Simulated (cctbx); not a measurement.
## Symmetry from intensities

Cell: a = 8.7970 Å, b = 8.7970 Å, c = 8.7970 Å, α = 90.00°, β = 90.00°, γ = 90.00°. Expected content of the cell: Pr12 Ni24 Cr8.

The data are simulated with cctbx, not measured: synchrotron X-rays, λ = 0.7749 Å, to d = 0.77 Å, 50 % of the full sphere, strongest reflection 5000 counts, noise from counting, a 1.5 % proportional error and a noise floor of 15 counts (s.d.); no absorption, some extinction.

Tests on the unmerged data give:

```text
3096 reflections to d = 0.772 A
centring   violations  <I/sigma> of those
    A        371 of  1574      3.0
    B        369 of  1582      3.1
    C        386 of  1594      3.2
    I          0 of  1563      0.0
    R        462 of  2071      2.8
    F        563 of  2375      3.1
Laue class    unique    Rint  (classes that these axes allow; Friedel mates merged)
I 1 2/m 1         760   0.068
I 1 1 2/m         766   0.070
I 2/m 1 1         758   0.068
I m m m           458   0.077
I 4/m             412   0.076
I 4/m m m         253   0.080
I m -3            159   0.080
I m -3 m          100   0.081
space group    extra absences  I>4sigma  <I/sigma>
I 4 3 2                 0          0         -  acentric
I -4 3 m                0          0         -  acentric
I m -3 m                0          0         -  centric
Wilson B = 1.16 A^2   <|E^2-1|> = 0.764 (0.968 centric, 0.736 acentric)   E^2>4: 1.0 %
shell (A)         n   <I/sigma>
 6.22 - 1.54     17     32.8
 1.54 - 1.22     14     34.5
 1.22 - 1.07     12     33.5
 1.07 - 0.97     11     20.3
 0.97 - 0.90     12     24.5
 0.90 - 0.85     12     16.3
 0.85 - 0.81     12     20.0
 0.81 - 0.77     10     12.7
```

**Question.** What are the lattice type, the Laue class and the likely space group?

The reflections that I centring forbids are absent (⟨I/σ⟩ near 0), so the lattice is I.

Rint stays low (0.068 to 0.081) up to I m -3 m, the highest class in these axes.

3 settings pass the absence test. No glide or screw absences show, which leaves I 4 3 2, I -4 3 m and I m -3 m.

⟨|E²−1|⟩ = 0.764 leans to a non-centrosymmetric structure. Here that hint misleads: the statistic assumes many like atoms on general positions, and few, heavy or special-position atoms break it. The Wilson B of 1.16 Å² means U ≈ 0.0147 Å².

The true group is Im-3m (no. 229), Laue class m-3m, centrosymmetric. The tables only narrow the choice to the tied entries; cell content, site symmetry and trial solutions must settle it.

This is a model crystal, built by substitution and not relaxed, with assumed displacement parameters.

[Logs are printed without paths, hosts, clocks, repeated set-up lines and the standing remarks that a program may print on its own settings, such as how far it seeks lower states.]
